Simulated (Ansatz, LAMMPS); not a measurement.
## Ionic liquid MMIM+ BF4- at 450 K (105 atoms): a reference run and its variants

Density of this cell: 1.32 g/cm³. The cell holds 105 atoms: 25 C, 10 N, 45 H, 5 B and 20 F. Cell: a = 10.490 Å, b = 10.490 Å, c = 10.490 Å, α = 90.0°, β = 90.0°, γ = 90.0°. 5 MMIM+, 5 BF4- placed at random, at 1.32 g/cm³; overlaps pushed apart, then 10 ps at 700 K with stiff harmonic cages for PF6 and BF4 with UFF radii; MMFF94 bonds, angles, torsions, charges and radii (Halgren, J. Comput. Chem. 17, 490 (1996)) in harmonic and 12-6 forms; charges of ions scaled by 0.8. Snapshot after 30 ps at 450 K and fixed volume.

Geometry: as built.

Reference run: Kohn-Sham DFT, PBE+D3(BJ), PAW (set soft_2), plane waves (Ansatz 0.2.0), cutoff 750 eV, Γ point, fixed occupations.

| Quantity | Value |
| --- | --- |
| r.m.s. force component | 1.101 eV/Å |
| gap (highest filled to lowest empty level) | 4.132 eV |
| SCF cycles | 10 |
| time | 5.6 s on 8 threads of Intel Xeon Platinum 8488C (Sapphire Rapids), shared host |

Q: Estimate how much each variant changes the results, and its time and memory.
- support functions medium
- support functions low
- support functions high
- support functions medium, radius 3.37 Å
- support functions medium, radius 3.65 Å
- support functions medium, radius 3.89 Å
- support functions medium, radius 4.17 Å
- support functions medium, radius 4.69 Å
- support functions medium, radius 5.21 Å

Each row is set against the run with plane waves at 750 eV (Kohn-Sham DFT, PBE+D3(BJ), PAW (set soft_2), plane waves; r.m.s. force component 1.10 eV/Å). Energies are set beside the reference only for runs with its functional, potentials and electron count. Times are for 8 threads of Intel Xeon Platinum 8488C (Sapphire Rapids), shared host.

```csv
run,"Δ force, r.m.s. (meV/Å)",share of r.m.s. force (%),Δ energy (meV/atom),Δ gap (eV),cycles,time,host memory (GiB)
reference,-,-,-,-,10,5.6 s,2.7
support functions medium,0.472,0.0429,-0.653,1.0e-4,13,35 s,3.3
support functions low,0.486,0.0441,-0.651,4.0e-4,12,30 s,3.0
support functions high,0.348,0.0316,-0.735,0,18,3.2 min,10
"support functions medium, radius 3.37 Å",0.54,0.0491,-0.653,4.0e-4,13,34 s,3.2
"support functions medium, radius 3.65 Å",0.436,0.0396,-0.653,4.0e-4,13,37 s,3.5
"support functions medium, radius 3.89 Å",0.396,0.036,-0.653,4.0e-4,13,43 s,3.9
"support functions medium, radius 4.17 Å",0.382,0.0347,-0.653,4.0e-4,13,53 s,4.4
"support functions medium, radius 4.69 Å",0.527,0.0479,-0.653,-8.0e-4,13,75 s,5.5
"support functions medium, radius 5.21 Å",0.584,0.0531,-0.653,-0.001,13,1.8 min,6.7
```

Among numerical settings the force difference runs from 0.35 meV/Å (support functions high) to 0.58 meV/Å (support functions medium, radius 5.21 Å). At 105 atoms the fastest of the runs at a preset level, support functions low, takes 5.4 times the time of plane waves, in 12 SCF cycles against 10. Differences between support functions and plane waves include what basis error the plane-wave run still has. As the radius goes from 3.37 to 5.21 Å, the force difference goes from 0.54 to 0.58 meV/Å (not steadily; the least is 0.38 at 4.17 Å), and the time from 34 s to 1.8 min. 

[Long decimals in the printed logs are rounded to 6 places.]

[Logs are printed without paths, hosts, clocks, repeated set-up lines and the standing remarks that a program may print on its own settings, such as how far it seeks lower states.]

[Hosts, paths, dates, database ids (printed as entryN), source tags and the programs' standing remarks are cut or masked in the printed files.]

[The MMFF94 radii named for the starting cell were scaled by 0.96; in molecules described by MMFF94, hydrogen bound to N, O or S took a small fixed 12-6 site in their place.]
